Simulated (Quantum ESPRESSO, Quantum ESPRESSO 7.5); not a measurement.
# Rh(100), 5 layers: k-mesh convergence

Which setting serves for Rh(100), 5 layers? The runs below step through one kind of setting.

Program: Quantum ESPRESSO 7.5. Level of theory: plane-wave DFT, PBE, SSSP efficiency pseudopotentials. Results are calculated unless marked as measured.

### 1. The structure

The cell holds 5 atoms: 5 Rh. Its edges and angles: a = 2.687 Å, b = 2.687 Å, c = 23.600 Å, α = 90.0°, β = 90.0°, γ = 90.0°. It derives from Rh. Vacuum lies along c.

Structure file:

```cif
data_structure
_symmetry_space_group_name_H-M 'P 1'
_symmetry_Int_Tables_number 1
_cell_length_a 2.6870
_cell_length_b 2.6870
_cell_length_c 23.6000
_cell_angle_alpha 90.000
_cell_angle_beta 90.000
_cell_angle_gamma 90.000
_cell_volume 170.39
loop_
_atom_site_label
_atom_site_type_symbol
_atom_site_fract_x
_atom_site_fract_y
_atom_site_fract_z
_atom_site_occupancy
Rh1 Rh 0.00000 0.00000 0.83898 1
Rh2 Rh 0.50000 0.50000 0.91949 1
Rh3 Rh 0.00000 0.00000 0.00000 1
Rh4 Rh 0.50000 0.50000 0.08051 1
Rh5 Rh 0.00000 0.00000 0.16102 1
```

### 2. Ground state: 24×24×1 points

The first run is the reference of the series.

Input file c0.in:

```
&control
  prefix = 'c0'
  outdir = './out'
  pseudo_dir = './pseudo'
  calculation = 'scf'
  tprnfor = .true.
/
&system
  ibrav = 0
  nat = 5
  ntyp = 1
  ecutwfc = 45
  ecutrho = 360
  occupations = 'smearing'
  smearing = 'mv'
  degauss = 0.02
  assume_isolated = 'esm'
  esm_bc = 'bc1'
/
&electrons
  conv_thr = 1e-07
  mixing_beta = 0.4
  electron_maxstep = 120
  mixing_mode = 'local-TF'
/
ATOMIC_SPECIES
  Rh  102.9055  Rh_ONCV_PBE-1.0.oncvpsp.upf
CELL_PARAMETERS angstrom
  2.68700576850888 0.00000000000000 0.00000000000000
  0.00000000000000 2.68700576850888 0.00000000000000
  0.00000000000000 0.00000000000000 23.60000000000000
ATOMIC_POSITIONS crystal
  Rh  0.000000000000 0.000000000000 -0.161016949153
  Rh  0.500000000000 0.500000000000 -0.080508474576
  Rh  0.000000000000 0.000000000000 0.000000000000
  Rh  0.500000000000 0.500000000000 0.080508474576
  Rh  0.000000000000 0.000000000000 0.161016949153
K_POINTS automatic
  24 24 1 0 0 0
```

Run with:

```
OMP_NUM_THREADS=1 mpirun -n 4 pw.x -nk 4 -in c0.in > c0.out
```

The program printed:

```text
Program PWSCF v.7.5 starts
[citation notice left out]

     Parallel version (MPI & OpenMP), running on       4 processor cores
     Number of MPI processes:                 4
     Threads/MPI process:                     1

     MPI processes distributed on     1 nodes
[...]
Current dimensions of program PWSCF are:
     Max number of different atomic species (ntypx) = 10
     Max number of k-points (npk) =  40000
     Max angular momentum in pseudopotentials (lmaxx) =  4
     Message from routine setup:
     no reason to have ecutrho>4*ecutwfc
     Message from routine setup:
     using ibrav=0 with symmetry is DISCOURAGED, use correct ibrav instead

     K-points division:     npool     =       4
     Subspace diagonalization in iterative solution of the eigenvalue problem:
     a serial algorithm will be used

     G-vector sticks info
     --------------------
     sticks:   dense  smooth     PW     G-vecs:    dense   smooth      PW
     Sum         749     373    121               132865    46883    8459

     Using Slab Decomposition

     bravais-lattice index     =            0
     lattice parameter (alat)  =       5.0777  a.u.
     unit-cell volume          =    1149.8622 (a.u.)^3
     number of atoms/cell      =            5
     number of atomic types    =            1
     number of electrons       =        85.00
     number of Kohn-Sham states=           52
     kinetic-energy cutoff     =      45.0000  Ry
     charge density cutoff     =     360.0000  Ry
     scf convergence threshold =      1.0E-07
     mixing beta               =       0.4000
     number of iterations used =            8  local-TF  mixing
     Exchange-correlation= PBE
                           (   1   4   3   4   0   0   0)

     Effective Screening Medium Method
     =================================
     Boundary Conditions: Vacuum-Slab-Vacuum
     total charge in unit cell        =   0.0000
     grid points for fit at edges     =        4

     celldm(1)=   5.077705  celldm(2)=   0.000000  celldm(3)=   0.000000
     celldm(4)=   0.000000  celldm(5)=   0.000000  celldm(6)=   0.000000

     crystal axes: (cart. coord. in units of alat)
               a(1) = (   1.000000   0.000000   0.000000 )
               a(2) = (   0.000000   1.000000   0.000000 )
               a(3) = (   0.000000   0.000000   8.783011 )

     reciprocal axes: (cart. coord. in units 2 pi/alat)
               b(1) = (  1.000000  0.000000  0.000000 )
               b(2) = (  0.000000  1.000000  0.000000 )
               b(3) = (  0.000000  0.000000  0.113856 )

     PseudoPot. # 1 for Rh read from file:
     ./pseudo/Rh_ONCV_PBE-1.0.oncvpsp.upf
     Pseudo is Norm-conserving, Zval = 17.0
     Generated using ONCVPSP code by D. R. Hamann
     Using radial grid of 1442 points,  6 beta functions with:
                l(1) =   0
                l(2) =   0
                l(3) =   1
                l(4) =   1
                l(5) =   2
                l(6) =   2

     atomic species   valence    mass     pseudopotential
     Rh               17.00   102.90550     Rh( 1.00)

     16 Sym. Ops., with inversion, found

   Cartesian axes

     site n.     atom                  positions (alat units)
         1        Rh     tau(   1) = (   0.0000000   0.0000000  -1.4142136  )
         2        Rh     tau(   2) = (   0.5000000   0.5000000  -0.7071068  )
         3        Rh     tau(   3) = (   0.0000000   0.0000000   0.0000000  )
         4        Rh     tau(   4) = (   0.5000000   0.5000000   0.7071068  )
         5        Rh     tau(   5) = (   0.0000000   0.0000000   1.4142136  )

     number of k points=    91  Marzari-Vanderbilt smearing, width (Ry)=  0.0200
                       cart. coord. in units 2pi/alat
        k(    1) = (   0.0000000   0.0000000   0.0000000), wk =   0.0034722
        k(    2) = (   0.0000000   0.0416667   0.0000000), wk =   0.0138889
        k(    3) = (   0.0000000   0.0833333   0.0000000), wk =   0.0138889
        k(    4) = (   0.0000000   0.1250000   0.0000000), wk =   0.0138889
        k(    5) = (   0.0000000   0.1666667   0.0000000), wk =   0.0138889
        k(    6) = (   0.0000000   0.2083333   0.0000000), wk =   0.0138889
        k(    7) = (   0.0000000   0.2500000   0.0000000), wk =   0.0138889
        k(    8) = (   0.0000000   0.2916667   0.0000000), wk =   0.0138889
        k(    9) = (   0.0000000   0.3333333   0.0000000), wk =   0.0138889
        k(   10) = (   0.0000000   0.3750000   0.0000000), wk =   0.0138889
[...]
k(   91) = (  -0.5000000  -0.5000000   0.0000000), wk =   0.0034722

     Dense  grid:   132865 G-vectors     FFT dimensions: (  32,  32, 270)

     Smooth grid:    46883 G-vectors     FFT dimensions: (  24,  24, 192)

     Estimated max dynamical RAM per process >     250.36 MB

     Estimated total dynamical RAM >     904.12 MB

     Initial potential from superposition of free atoms

     starting charge      84.9978, renormalised to      85.0000

     negative rho (up, down):  8.628E-07 0.000E+00
     Starting wfcs are   50 randomized atomic wfcs +    2 random wfcs

     total cpu time spent up to now is        3.0 secs

     per-process dynamical memory:   182.2 Mb

     Self-consistent Calculation

     iteration #  1     ecut=    45.00 Ry     beta= 0.40
     Davidson diagonalization with overlap
     ethr =  1.00E-02,  avg # of iterations =  9.6

     total cpu time spent up to now is       14.7 secs

     total energy              =   -1084.40293555 Ry
     estimated scf accuracy    <       0.94515220 Ry

     iteration #  2     ecut=    45.00 Ry     beta= 0.40
[...]
total energy              =   -1084.41154271 Ry
     estimated scf accuracy    <       0.28853473 Ry

     iteration #  3     ecut=    45.00 Ry     beta= 0.40
[...]
c_bands:  1 eigenvalues not converged
     c_bands:  1 eigenvalues not converged
     c_bands:  1 eigenvalues not converged
     c_bands:  1 eigenvalues not converged
     c_bands:  1 eigenvalues not converged
     c_bands:  1 eigenvalues not converged
[...]
total energy              =   -1084.44953388 Ry
     estimated scf accuracy    <       0.36687998 Ry

     iteration #  4     ecut=    45.00 Ry     beta= 0.40
[...]
c_bands:  1 eigenvalues not converged
[...]
total energy              =   -1084.45266408 Ry
     estimated scf accuracy    <       0.09048579 Ry

[...]
total energy              =   -1084.47165048 Ry
     estimated scf accuracy    <       0.00475140 Ry

     iteration # 12     ecut=    45.00 Ry     beta= 0.40
[...]
c_bands:  1 eigenvalues not converged
     c_bands:  1 eigenvalues not converged
     c_bands:  2 eigenvalues not converged
     c_bands:  1 eigenvalues not converged
     c_bands:  1 eigenvalues not converged
     c_bands:  1 eigenvalues not converged
     c_bands:  1 eigenvalues not converged
[...]
negative rho (up, down):  2.671E-03 0.000E+00

[...]
total energy              =   -1084.47112949 Ry
     estimated scf accuracy    <       0.00258244 Ry

     iteration # 13     ecut=    45.00 Ry     beta= 0.40
[...]
c_bands:  1 eigenvalues not converged
     c_bands:  1 eigenvalues not converged
[...]
negative rho (up, down):  1.655E-03 0.000E+00

[...]
total energy              =   -1084.46948537 Ry
     estimated scf accuracy    <       0.00035541 Ry

     iteration # 14     ecut=    45.00 Ry     beta= 0.40
[...]
negative rho (up, down):  1.212E-03 0.000E+00

[...]
total energy              =   -1084.46942368 Ry
     estimated scf accuracy    <       0.00003615 Ry

     iteration # 15     ecut=    45.00 Ry     beta= 0.40
[...]
c_bands:  1 eigenvalues not converged
[...]
negative rho (up, down):  9.667E-05 0.000E+00

[...]
total energy              =   -1084.46872576 Ry
     estimated scf accuracy    <       0.00000859 Ry

     iteration # 16     ecut=    45.00 Ry     beta= 0.40
[...]
c_bands:  1 eigenvalues not converged
     c_bands:  1 eigenvalues not converged
     c_bands:  2 eigenvalues not converged
     c_bands:  1 eigenvalues not converged
     c_bands:  1 eigenvalues not converged
     c_bands:  1 eigenvalues not converged
     c_bands:  1 eigenvalues not converged
     c_bands:  1 eigenvalues not converged
[...]
negative rho (up, down):  3.459E-05 0.000E+00

[...]
total energy              =   -1084.46854086 Ry
     estimated scf accuracy    <       0.00001107 Ry

     iteration # 17     ecut=    45.00 Ry     beta= 0.40
[...]
c_bands:  1 eigenvalues not converged
     c_bands:  1 eigenvalues not converged
     c_bands:  1 eigenvalues not converged
     c_bands:  1 eigenvalues not converged
[...]
negative rho (up, down):  2.943E-05 0.000E+00

[...]
total energy              =   -1084.46851115 Ry
     estimated scf accuracy    <       0.00000084 Ry

     iteration # 18     ecut=    45.00 Ry     beta= 0.40
[...]
negative rho (up, down):  8.461E-06 0.000E+00

[...]
total energy              =   -1084.46850750 Ry
     estimated scf accuracy    <       0.00000083 Ry

     iteration # 19     ecut=    45.00 Ry     beta= 0.40
[...]
End of self-consistent calculation

          k = 0.0000 0.0000 0.0000 (  5911 PWs)   bands (ev):

   -84.0212 -83.9576 -83.9131 -83.3411 -83.3411 -52.1130 -51.8743 -51.7191
   -51.7191 -51.6385 -51.6203 -51.6203 -51.5290 -51.5290 -51.0648 -51.0599
   -51.0345 -51.0345 -51.0343 -51.0343 -12.5356 -11.3399 -11.1373 -10.8194
   -10.2879 -10.1849 -10.1116  -9.3823  -8.6330  -8.2486  -7.9034  -7.9034
    -7.1012  -7.1012  -6.8124  -6.6344  -6.2176  -6.0291  -6.0291  -5.9356
    -5.5422  -5.5319  -5.0285  -4.9510  -4.9510  -4.5751  -4.4677  -4.2931
    -4.2931  -3.7481  -2.4425  -0.1933

          k = 0.0000 0.0417 0.0000 (  5907 PWs)   bands (ev):

   -84.0201 -83.9569 -83.9129 -83.3405 -83.3405 -52.1109 -51.8773 -51.7222
   -51.7176 -51.6564 -51.6196 -51.6101 -51.5364 -51.5292 -51.0640 -51.0598
   -51.0407 -51.0405 -51.0341 -51.0338 -12.4909 -11.3013 -11.1037 -10.7895
   -10.2543 -10.1573 -10.0755  -9.3632  -8.6223  -8.2259  -7.9142  -7.8929
    -7.2441  -7.1111  -6.6713  -6.6439  -6.2194  -6.2149  -6.0907  -5.9471
    -5.4963  -5.3329  -5.1840  -5.1159  -4.8248  -4.6244  -4.4973  -4.4805
    -4.2751  -3.5497  -2.2129  -0.1524

          k = 0.0000 0.0833 0.0000 (  5911 PWs)   bands (ev):

   -84.0168 -83.9549 -83.9122 -83.3387 -83.3387 -52.1050 -51.8868 -51.7309
   -51.7134 -51.6882 -51.6175 -51.6008 -51.5574 -51.5297 -51.0636 -51.0633
   -51.0575 -51.0543 -51.0328 -51.0326 -12.3596 -11.1929 -11.0129 -10.6930
   -10.1860 -10.0449  -9.9854  -9.2908  -8.5891  -8.1597  -7.9401  -7.8625
    -7.4598  -7.1421  -6.7573  -6.4766  -6.4089  -6.2362  -6.2047  -5.9828
    -5.4323  -5.4185  -5.3873  -5.1542  -4.7316  -4.7254  -4.7138  -4.5591
    -4.2522  -3.1268  -1.7022  -0.0396

          k = 0.0000 0.1250 0.0000 (  5901 PWs)   bands (ev):

   -84.0116 -83.9517 -83.9113 -83.3359 -83.3359 -52.0960 -51.9040 -51.7441
   -51.7267 -51.7066 -51.6142 -51.5976 -51.5888 -51.5306 -51.0900 -51.0896
   -51.0574 -51.0554 -51.0308 -51.0306 -12.1502 -11.0380 -10.8901 -10.5161
   -10.1090  -9.8949  -9.8308  -9.1202  -8.5310  -8.0562  -7.9636  -7.8155
    -7.6574  -7.1968  -7.0289  -6.4181  -6.4172  -6.4132  -6.1661  -6.0503
    -5.6126  -5.5857  -5.5063  -5.4037  -4.8339  -4.7908  -4.5336  -4.4279
    -4.2547  -2.6338  -1.1047   0.1506

          k = 0.0000 0.1667 0.0000 (  5895 PWs)   bands (ev):

   -84.0046 -83.9475 -83.9102 -83.3322 -83.3322 -52.0854 -51.9299 -51.7692
   -51.7621 -51.6974 -51.6250 -51.6099 -51.6002 -51.5321 -51.1281 -51.1266
   -51.0539 -51.0535 -51.0282 -51.0281 -11.8780 -10.8772 -10.7551 -10.2599
   -10.0128  -9.8514  -9.5417  -8.8159  -8.4519  -7.9541  -7.9271  -7.8139
    -7.7587  -7.3004  -7.2762  -6.6099  -6.5857  -6.4190  -6.1714  -6.0831
    -5.8807  -5.7452  -5.5519  -5.4581  -4.9458  -4.8761  -4.4725  -4.2906
    -4.0261  -2.1197  -0.5033   0.4126

          k = 0.0000 0.2083 0.0000 (  5909 PWs)   bands (ev):

   -83.9961 -83.9427 -83.9092 -83.3279 -83.3279 -52.0758 -51.9632 -51.8113
   -51.7886 -51.6861 -51.6579 -51.6080 -51.6049 -51.5344 -51.1715 -51.1692
   -51.0513 -51.0504 -51.0252 -51.0251 -11.5667 -10.7562 -10.6160  -9.9701
    -9.9034  -9.8250  -9.2047  -8.4085  -8.3833  -7.9180  -7.8724  -7.7768
    -7.7044  -7.4856  -7.3778  -6.8407  -6.7905  -6.6132  -6.3532  -5.9824
    -5.9507  -5.8563  -5.5850  -5.3459  -5.0994  -4.8548  -4.4327  -4.3597
    -3.6108  -1.6039   0.0660   0.7494

[...]
the Fermi energy is    -5.0880 ev

!    total energy              =   -1084.46849593 Ry
     estimated scf accuracy    <       0.00000008 Ry
     smearing contrib. (-TS)   =       0.00081411 Ry
     internal energy E=F+TS    =   -1084.46931005 Ry

     The total energy is F=E-TS. E is the sum of the following terms:
     one-electron contribution =   20595.38884397 Ry
     hartree contribution      =  -10326.75575558 Ry
     xc contribution           =    -109.64614185 Ry
     ewald contribution        =  -11243.45625659 Ry

     convergence has been achieved in  19 iterations

     Forces acting on atoms (cartesian axes, Ry/au):

     atom    1 type  1   force =     0.00000000    0.00000000    0.01350227
     atom    2 type  1   force =     0.00000000    0.00000000   -0.02611216
     atom    3 type  1   force =     0.00000000    0.00000000    0.00000000
     atom    4 type  1   force =     0.00000000    0.00000000    0.02611216
     atom    5 type  1   force =     0.00000000    0.00000000   -0.01350227

     Total force =     0.041573     Total SCF correction =     0.002727

[...]
=------------------------------------------------------------------------------=
   JOB DONE.
=------------------------------------------------------------------------------=
[...]
```

Run time: 4 min. Hardware: 4 MPI ranks of Arm Neoverse V2, shared host; peak memory 0.94 GiB; 16 min of CPU time.

Read from the output:

* free energy: -14754.9456 eV
* Fermi energy: -5.088 eV
* vacuum line at the lower end of the cell, over the Fermi level: 5.088 eV
* vacuum line at the upper end of the cell, over the Fermi level: 5.088 eV

The potential energy, planar mean oscillates, so the rows of the table below give means over windows of 1.92 Å about each position, cut where the curve ends. Its maxima inside the range that stand out by 2 % of the span (Å: eV): -2.9: -2.84, -1.0: -3.17, 1.0: -3.17, 2.9: -2.84. Its minima: -3.8: -28.0, -1.9: -28.5, 0.0: -28.6, 1.9: -28.5, 3.8: -28.0.

Electrostatic potential energy of an electron; zero at the Fermi level. Table of potential energy, planar mean by z; means over each step:

| z (Å) | potential energy, planar mean (eV) |
| --- | --- |
| -10.84 | 5.09 |
| -8.92 | 5.09 |
| -7.00 | 5.06 |
| -5.08 | 0.204 |
| -3.16 | -14.1 |
| -1.24 | -14.5 |
| 0.68 | -14.4 |
| 2.60 | -14.2 |
| 4.52 | -8.61 |
| 6.44 | 4.96 |
| 8.36 | 5.09 |
| 10.28 | 5.09 |

The program's own clock; routines nest. Time by routine:

| routine | wall time (s) | calls |
| --- | --- | --- |
| PWSCF | 241.1 | 1 |
| electrons | 237 | 1 |
| c_bands | 214.3 | 19 |
| cegterg | 186.4 | 437 |
| h_psi | 121.4 | 4919 |
| fftw | 100.5 | 157110 |
| vloc_psi | 94.93 | 4919 |
| sum_band | 16.94 | 19 |
| calbec | 13.66 | 5011 |
| add_vuspsi | 13.07 | 4919 |
| h_psi:calbec | 12.86 | 4919 |
| cdiaghg | 11.72 | 4896 |
| mix_rho | 3.71 | 19 |
| init_run | 2.95 | 1 |

The vacuum levels are read from the outermost 0.7 Å of the cell on either side.

The run needed 19 iterations to bring the estimated error under 1e-07 Ry; the largest force on any atom, held or free, is 0.67 eV/Å.

Inside the slab this potential holds the local part of the pseudopotentials, which can be repulsive at the nuclei; only its value in the vacuum has a meaning of its own.

### 3. Ground state: 17×17×1 points

c1.in is the input of step 2 with these lines changed:

```diff
@@ -1,3 +1,3 @@
 &control
-  prefix = 'c0'
+  prefix = 'c1'
   outdir = './out'
@@ -38,2 +38,2 @@
 K_POINTS automatic
-  24 24 1 0 0 0
+  17 17 1 0 0 0
```

Run with:

```
OMP_NUM_THREADS=1 mpirun -n 4 pw.x -nk 4 -in c1.in > c1.out
```

The program printed:

```text
[banner, memory and clock lines left out]
Program PWSCF v.7.5 starts
[...]
Message from routine setup:
[...]
Message from routine setup:
[...]
number of electrons       =        85.00
     number of Kohn-Sham states=           52
     kinetic-energy cutoff     =      45.0000  Ry
     charge density cutoff     =     360.0000  Ry
[...]
number of k points=    45  Marzari-Vanderbilt smearing, width (Ry)=  0.0200
[...]
Dense  grid:   132865 G-vectors     FFT dimensions: (  32,  32, 270)
[...]
negative rho (up, down):  8.628E-07 0.000E+00
     Starting wfcs are   50 randomized atomic wfcs +    2 random wfcs
[...]
estimated scf accuracy    <       0.94122830 Ry
[...]
estimated scf accuracy    <       0.29066781 Ry
[...]
estimated scf accuracy    <       0.36924884 Ry
[...]
estimated scf accuracy    <       0.08657362 Ry
[...]
estimated scf accuracy    <       0.02321882 Ry
[...]
estimated scf accuracy    <       0.01501770 Ry
[...]
estimated scf accuracy    <       0.00838621 Ry
[...]
estimated scf accuracy    <       0.00727693 Ry
[...]
negative rho (up, down):  2.651E-03 0.000E+00
[...]
estimated scf accuracy    <       0.00527653 Ry
[...]
negative rho (up, down):  1.463E-03 0.000E+00
[...]
estimated scf accuracy    <       0.00528465 Ry
[...]
negative rho (up, down):  5.295E-03 0.000E+00
[...]
estimated scf accuracy    <       0.00373132 Ry
[...]
negative rho (up, down):  1.823E-03 0.000E+00
[...]
estimated scf accuracy    <       0.00346164 Ry
[...]
negative rho (up, down):  1.907E-03 0.000E+00
[...]
estimated scf accuracy    <       0.00030071 Ry
[...]
negative rho (up, down):  1.746E-03 0.000E+00
[...]
estimated scf accuracy    <       0.00014590 Ry
[...]
negative rho (up, down):  1.675E-04 0.000E+00
[...]
estimated scf accuracy    <       0.00005079 Ry
[...]
negative rho (up, down):  2.113E-04 0.000E+00
[...]
estimated scf accuracy    <       0.00005239 Ry
[...]
negative rho (up, down):  6.940E-05 0.000E+00
[...]
estimated scf accuracy    <       0.00000240 Ry
[...]
negative rho (up, down):  3.170E-05 0.000E+00
[...]
estimated scf accuracy    <       0.00000081 Ry
[...]
negative rho (up, down):  1.666E-05 0.000E+00
[...]
estimated scf accuracy    <       0.00000028 Ry
[...]
negative rho (up, down):  5.695E-06 0.000E+00
[...]
estimated scf accuracy    <       0.00000032 Ry
[...]
the Fermi energy is    -5.0855 ev
!    total energy              =   -1084.46844743 Ry
     estimated scf accuracy    <       0.00000003 Ry
     smearing contrib. (-TS)   =       0.00052281 Ry
     internal energy E=F+TS    =   -1084.46897024 Ry
[...]
one-electron contribution =   20595.41079705 Ry
     hartree contribution      =  -10326.77716951 Ry
     xc contribution           =    -109.64634120 Ry
     ewald contribution        =  -11243.45625659 Ry
     convergence has been achieved in  21 iterations
[...]
Total force =     0.041210     Total SCF correction =     0.000373
[...]
```

Elapsed: 2.3 min, on 4 MPI ranks; peak memory 0.71 GiB.

Read from the output:

```
free energy                                                    : -14754.9449 eV
Fermi energy                                                   : -5.085 eV
vacuum line at the lower end of the cell, over the Fermi level : 5.085 eV
vacuum line at the upper end of the cell, over the Fermi level : 5.086 eV
```

The program's own clock; routines nest. Time by routine:

| routine | wall time (s) | calls |
| --- | --- | --- |
| PWSCF | 139.5 | 1 |
| electrons | 137.1 | 1 |
| c_bands | 120.8 | 21 |
| cegterg | 105.3 | 252 |
| h_psi | 68.41 | 2877 |
| fftw | 56.72 | 88832 |
| vloc_psi | 53.47 | 2877 |
| sum_band | 9.82 | 21 |
| calbec | 7.66 | 2925 |
| add_vuspsi | 7.4 | 2877 |
| h_psi:calbec | 7.25 | 2877 |
| cdiaghg | 6.84 | 2865 |
| mix_rho | 4.28 | 21 |
| ffts | 2.48 | 2075 |

Counted from each run's own zero (the Fermi level), the vacuum level differs from the first run's by -2 meV.

(Continued in part 2 of 2.)

[Logs are printed without paths, hosts, clocks, repeated set-up lines and the standing remarks that a program may print on its own settings, such as how far it seeks lower states.]

[Hosts, paths, dates, database ids (printed as entryN), source tags and the programs' standing remarks are cut or masked in the printed files.]

[Maps of the electrostatic potential energy from Ansatz leave out the sawtooth potential of an applied field or a dipole correction, so their vacuum need not be flat; planar profiles and work functions include it.]
